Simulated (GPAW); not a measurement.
## Dielectric function and optical constants of Te2Mo

Aim: the dielectric function of Te2Mo, and the optical constants that follow from it.

Method: DFT, PBE, plane-wave PAW (GPAW data sets), scalar-relativistic, RPA, optical limit, in GPAW 26.7.0.

### Step 1. Starting point

The structure is hexagonal, space group P6_3/mmc (No. 194). The conventional cell has a = 3.518 Å, b = 3.518 Å, c = 13.974 Å, α = 90.00°, β = 90.00°, γ = 120.00°. Nearest to Te lie 3 Mo at 2.72 Å. Nearest to Mo lie 6 Te at 2.72 Å. Farther neighbours and most contacts between anions are not listed.

### Step 2. Ground state

First the ground state: is it a metal or has it a gap?

This step: DFT, PBE, plane-wave PAW (GPAW data sets), scalar-relativistic, ground state (GPAW 26.7.0).

gs.py

```python
from ase import Atoms
from ase.dft.bandgap import bandgap
from gpaw import GPAW, PW, FermiDirac

atoms = Atoms(['Te', 'Te', 'Te', 'Te', 'Mo', 'Mo'],
              cell=[[3.518200000000, 0.000000000000, 0.000000000000],
                    [-1.759100000000, 3.046850575600, 0.000000000000],
                    [0.000000000000, 0.000000000000, 13.973600000000]],
              scaled_positions=[[0.666666666700, 0.333333333300, 0.379000000000],
                                [0.333333333300, 0.666666666700, 0.879000000000],
                                [0.666666666700, 0.333333333300, 0.121000000000],
                                [0.333333333300, 0.666666666700, 0.621000000000],
                                [0.666666666700, 0.333333333300, 0.750000000000],
                                [0.333333333300, 0.666666666700, 0.250000000000]],
              pbc=[True, True, True])
atoms.calc = GPAW(mode=PW(500), xc='PBE', kpts={'size': (9, 9, 2), 'gamma': True},
                  occupations=FermiDirac(0.05), maxiter=150, txt='gs.txt')
print('energy (eV)', atoms.get_potential_energy())
print('Fermi level (eV)', atoms.calc.get_fermi_level())
print('valence electrons', atoms.calc.get_number_of_electrons())
print('gap (eV)', bandgap(atoms.calc, output=None)[0])
print('direct gap (eV)', bandgap(atoms.calc, direct=True, output=None)[0])
atoms.calc.write('gs.gpw')
```

Launch:

```sh
> OMP_NUM_THREADS=1 python gs.py
```

Numbers of over 12 decimals in the logs are rounded to 6 here.

The log of the run:

```text
__  _  _
 | _ |_)|_||  |
 |__||  | ||/\| - 26.7.0

Versions:
  Python: 3.12.14
  ASE:    3.29.0
  Numpy:  2.5.5
  Scipy:  1.18.1
  Libxc:  7.0.0

Input parameters:
  mode=PW(ecut=500.0),
  kpts=MonkhorstPack(size=(9, 9, 2), gamma=True),
  maxiter=150,
  occupations=Occupations(name='fermi-dirac', width=0.05, fixmagmom=False),
  xc=XC(name='PBE')

Diagonalizing LCAO Hamiltonian
Converting LCAO to pw mode

        Te

           Mo

        Te

           Te

        Mo

           Te

Atoms  # Å, Bohr magnetons
|   | symbol |         x |        y |         z |    initial magnetic moments |
| 0 |     Te |  1.759100 | 1.015617 |  5.295994 | ( 0.0000,  0.0000,  0.0000) |
| 1 |     Te | -0.000000 | 2.031234 | 12.282794 | ( 0.0000,  0.0000,  0.0000) |
| 2 |     Te |  1.759100 | 1.015617 |  1.690806 | ( 0.0000,  0.0000,  0.0000) |
| 3 |     Te | -0.000000 | 2.031234 |  8.677606 | ( 0.0000,  0.0000,  0.0000) |
| 4 |     Mo |  1.759100 | 1.015617 | 10.480200 | ( 0.0000,  0.0000,  0.0000) |
| 5 |     Mo | -0.000000 | 2.031234 |  3.493400 | ( 0.0000,  0.0000,  0.0000) |

Unit cell  # Å
| periodic |         x |        y |         z |   lengths |     angles |
|      yes |  3.518200 | 0.000000 |  0.000000 |  3.518200 |  90.000000 |
|      yes | -1.759100 | 3.046851 |  0.000000 |  3.518200 |  90.000000 |
|      yes |  0.000000 | 0.000000 | 13.973600 | 13.973600 | 120.000000 |

Number of symmetries: 12
Symmetry operations  # r_c * U_cc + t_c -> r_c
|    | kind |            matrix            |
|  0 |  σ   |  1, 1, 0,  0,-1, 0,  0, 0, 1 |
|  1 |  S6  |  1, 1, 0, -1, 0, 0,  0, 0,-1 |
|  2 |  E   |  1, 0, 0,  0, 1, 0,  0, 0, 1 |
|  3 |  C2  |  1, 0, 0, -1,-1, 0,  0, 0,-1 |
|  4 |  C2  |  0, 1, 0,  1, 0, 0,  0, 0,-1 |
|  5 |  C3  |  0, 1, 0, -1,-1, 0,  0, 0, 1 |
|  6 |  S6  |  0,-1, 0,  1, 1, 0,  0, 0,-1 |
|  7 |  σ   |  0,-1, 0, -1, 0, 0,  0, 0, 1 |
|  8 |  σ   | -1, 0, 0,  1, 1, 0,  0, 0, 1 |
|  9 |  i   | -1, 0, 0,  0,-1, 0,  0, 0,-1 |
| 10 |  C3  | -1,-1, 0,  1, 0, 0,  0, 0, 1 |
| 11 |  C2  | -1,-1, 0,  0, 1, 0,  0, 0,-1 |

BZ-sampling:
  Number of BZ points: 162
  Number of IBZ points: 24

  Monkhorst-Pack size: [9, 9, 2]
  Monkhorst-Pack shift: [0.0, 0.0, 0.25]

K-points  # in reciprocal-cell coordinates
|     |                                coordinates |     weight |
|   0 | (  0.00000000,   0.00000000,   0.00000000) | 0.00617284 |
|   1 | (  0.00000000,   0.00000000,   0.50000000) | 0.00617284 |
|   2 | (  0.11111111,   0.00000000,   0.00000000) | 0.03703704 |
|   3 | (  0.11111111,   0.00000000,   0.50000000) | 0.03703704 |
|   4 | (  0.22222222,  -0.11111111,   0.00000000) | 0.03703704 |
|   5 | (  0.22222222,  -0.11111111,   0.50000000) | 0.03703704 |
|   6 | (  0.22222222,   0.00000000,   0.00000000) | 0.03703704 |
|   7 | (  0.22222222,   0.00000000,   0.50000000) | 0.03703704 |
|   8 | (  0.33333333,  -0.11111111,   0.00000000) | 0.07407407 |
|   9 | (  0.33333333,  -0.11111111,   0.50000000) | 0.07407407 |
| ... |                                            |            |
|  23 | (  0.44444444,   0.44444444,   0.50000000) | 0.03703704 |

Plane wave coefficients: 3839
Cutoff: 500.0 eV

Spin-components: 1 (collinear spins)
Bands:           36
Projectors:      32
Spin-degeneracy: 2
Datatype:        complex128

Parallelization:
  kpt:    1
  domain: 1
  band:   1

Density:
  Valence electrons: 52.0
  Components: 1
  Grid points: [20 20 75]
  Charge: 0.0  # |e|

Potential:
  Grid points: [20 20 75]

species:
  Te:
    name:    Tellurium
    id:
    Z:       52.0
    valence: 6
    core:    46
    charge:  0.0  # [|e|]
    compensation charges:
      type: gauss
      rc: 0.36  # [Å]
      lmax: 2
    cutoffs:
      filter: 2.09  # [Å]
      core: 3.17  # [Å]
    projectors
    | kind |    occ | energy [eV] | rcut [Å] |
    |   5s |  2.000 |     -15.089 |    1.180 |
    |   5p |  4.000 |      -5.955 |    1.196 |
    |    s |        |      12.123 |    1.180 |
    |    p |        |      21.256 |    1.196 |
    |    d |        |       0.000 |    1.238 |

    Using partial waves for Te as LCAO basis

  Mo:
    name:    Molybdenum
    id:
    Z:       42.0
    valence: 14
    core:    28
    charge:  0.0  # [|e|]
    compensation charges:
      type: gauss
      rc: 0.38  # [Å]
      lmax: 2
    cutoffs:
      filter: 2.16  # [Å]
      core: 1.42  # [Å]
    projectors
    | kind |    occ | energy [eV] | rcut [Å] |
    |   4s |  2.000 |     -64.307 |    1.238 |
    |   5s |  1.000 |      -4.084 |    1.238 |
    |   4p |  6.000 |     -38.491 |    1.296 |
    |   5p |  0.000 |      -1.044 |    1.296 |
    |   4d |  5.000 |      -3.754 |    1.296 |
    |    d |        |      23.458 |    1.296 |

    Using partial waves for Mo as LCAO basis

Reference energy: -959430.878998  # eV

eigensolver:
  PPCG
  Converge bands: occupied
  niter=2

density mixing:
  MSR1-Mixer
  Pratt-step length: 0.05
  Maximum mixing coefficient: 0.75
  Old densities: 10
  SVD Regularization: 0.005
  Good broyden scale: 1.0
  Trust region scale: 1.0
  Backstep threshold: 4.0
  History deletion threshold: 6.0
  Fourier metric: weight=20.0, sigma=0.015

occupation numbers:
  Fermi-Dirac:
    width: 0.0500  # eV

poisson solver:
  ecut: 4000.0  # eV

xc functional:
  name: PBE with 2 nearest neighbor stencil

convergence criteria:
- Maximum [total energy] change in last 3 cyles: 0.0005 eV / valence electron
- Maximum integral of absolute [dens]ity change: 0.0001 electrons / valence electron
- Maximum integral of absolute [eigenst]ate change: 4e-08 eV^2 / valence electron
maximum number of iterations: 150

SCF iterations
|iter     |      energy | eigst |  dens |
|iter:   1||  -38.383592 | +0.30 |       |
|iter:   2||  -38.044562 | -1.47 | -1.08 |
|iter:   3||  -37.221670 | -1.32 | -1.12 |
|iter:   4||  -36.995572 | -1.63 | -1.40 |
|iter:   5||  -36.987896 | -2.75 | -1.84 |
|iter:   6||  -37.048345 | -2.52 | -2.12 |
|iter:   7||  -36.985959 | -2.65 | -1.96 |
|iter:   8||  -36.986041 | -4.61 | -2.93 |
|iter:   9||  -36.986051c| -5.88 | -3.51 |
|iter:  10||  -36.986051c| -7.04 | -4.17c|
|iter:  11||  -36.986051c| -7.77c| -4.88c|

Converged in 11 steps
SCF loop duration: 97.859 s (8.896 s/step)
Energy contributions relative to reference atoms: (reference = -959430.878998)

Energy contributions:
  Kinetic:          18.884194
  Coulomb:         -25.524639
  Zero:             -0.154476
  External:          0.000000
  Xc:              -30.191117
  Entropy:          -0.000028
  Spinorbit:         0.000000
  ----------------------------
  Free energy:     -36.986065
  Extrapolated:    -36.986051

dipole moment: (-0.000099, -0.000172, -0.000789)  # |e|*Ang

Fermi level: 8.502
Eigenvalues  # (at kpt = [0.000, 0.000, 0.000])
| band index |      eig [eV] | occ [0-2] |
|          0 |       -52.716 |     2.000 |
|        ... |               |           |
|         18 |         6.325 |     2.000 |
|         19 |         7.086 |     2.000 |
|         20 |         7.092 |     2.000 |
|         21 |         7.093 |     2.000 |
|         22 |         7.128 |     2.000 |
|         23 |         7.128 |     2.000 |
|         24 |         7.813 |     2.000 |
|         25 |         8.138 |     1.999 |
|         26 |        11.034 |     0.000 |
|         27 |        11.034 |     0.000 |
|         28 |        11.166 |     0.000 |
|         29 |        11.166 |     0.000 |
|         30 |        11.259 |     0.000 |
|         31 |        11.259 |     0.000 |
|         32 |        11.512 |     0.000 |
|         33 |        11.512 |     0.000 |
|        ... |               |           |
|         35 |        14.330 |     0.000 |

Gap: 0.773 eV
Transition (v -> c):
  (s=0, k=0, n=25, [0.00, 0.00, 0.00]) -> (s=0, k=14, n=26, [0.44, -0.22, 0.00])
Direct/indirect transitions are different
Direct gap: 1.029 eV
Transition at: (s=0, k=12, n=25, [0.33, 0.33, 0.00])

--- standard output ---
energy (eV) -36.986051
Fermi level (eV) 8.502099
valence electrons 52.0
gap (eV) 0.772721
direct gap (eV) 1.029148
```

It took 1.7 min on 1 thread of Arm Neoverse N1, shared host; peak memory 0.25 GiB.

This step gave:

| Item | Value |
| --- | --- |
| energy | -36.99 eV |
| Fermi energy | 8.502 eV |
| gap on the k-mesh | 0.7727 eV |
| direct gap on the mesh | 1.029 eV |
| electrons | 52 |

There is a gap, 0.77 eV on this mesh (points off the mesh can give less), so no carriers' term is needed.

### Step 3. Bands for the response

The response needs many more empty bands than the density does.

This step: DFT, PBE, plane-wave PAW (GPAW data sets), scalar-relativistic, bands at fixed density (GPAW 26.7.0).

nscf.py

```python
from ase.dft.bandgap import bandgap
from gpaw import GPAW, FermiDirac

calc = GPAW('gs.gpw').fixed_density(kpts={'size': (12, 12, 3), 'gamma': True}, nbands=98, convergence={'bands': 92},
                                    occupations=FermiDirac(0.001), txt='nscf.txt')
print('gap (eV)', bandgap(calc, output=None)[0])
print('direct gap (eV)', bandgap(calc, direct=True, output=None)[0])
print('top band over the Fermi level (eV)', min(calc.get_eigenvalues(kpt=k)[91] for k in range(len(calc.get_ibz_k_points()))) - calc.get_fermi_level())
calc.write('full.gpw', mode='all')
```

Launch:

```sh
> OMP_NUM_THREADS=1 python nscf.py
```

The log of the run:

```text
Diagonalizing LCAO Hamiltonian
Converting LCAO to pw mode
convergence criteria:
- Maximum integral of absolute [eigenst]ate change: 4e-08 eV^2 / valence electron
maximum number of iterations: 150

SCF iterations
|iter     |      energy | eigst |  dens |
|iter:   1||             | +3.53 |       |
|iter:   2||             | +2.33 |       |
|iter:   3||             | +1.46 |       |
|iter:   4||             | +0.58 |       |
|iter:   5||             | -0.11 |       |
|iter:   6||             | -0.68 |       |
|iter:   7||             | -1.16 |       |
|iter:   8||             | -1.66 |       |
|iter:   9||             | -2.14 |       |
|iter:  10||             | -2.65 |       |
|iter:  11||             | -3.12 |       |
|iter:  12||             | -3.60 |       |
|iter:  13||             | -4.05 |       |
|iter:  14||             | -4.52 |       |
|iter:  15||             | -4.96 |       |
|iter:  16||             | -5.42 |       |
|iter:  17||             | -5.84 |       |
|iter:  18||             | -6.27 |       |
|iter:  19||             | -6.63 |       |
|iter:  20||             | -6.94 |       |
|iter:  21||             | -7.16 |       |
|iter:  22||             | -7.35 |       |
|iter:  23||             | -7.54c|       |
SCF steps: 23
  __  _  _
 | _ |_)|_||  |
 |__||  | ||/\| - 26.7.0

Versions:
  Python: 3.12.14
  ASE:    3.29.0
  Numpy:  2.5.5
  Scipy:  1.18.1
  Libxc:  7.0.0

Input parameters:
  mode=PW(ecut=500.0),
  convergence={'bands': 92},
  gpts=array([20, 20, 75]),
  kpts=MonkhorstPack(size=(12, 12, 3), gamma=True),
  maxiter=150,
  nbands=98,
  occupations=Occupations(name='fermi-dirac', width=0.001, fixmagmom=False),
  parallel={},
  xc=XC(name='PBE')

--- standard output ---
gap (eV) 0.750966
direct gap (eV) 1.029148
top band over the Fermi level (eV) 25.159003
```

The job ended after 19 min (1 thread; peak memory 0.55 GiB).

Read-outs, printed or worked out from the files:

- gap on the k-mesh: 0.7510 eV

(Part 1 of 2 ends here.)

[Machine, clock and banner lines and Python warnings are left out of the logs.]

[Logs are printed without paths, hosts, clocks, repeated set-up lines and the standing remarks that a program may print on its own settings, such as how far it seeks lower states.]

[Hosts, paths, dates, database ids (printed as entryN), source tags and the programs' standing remarks are cut or masked in the printed files.]
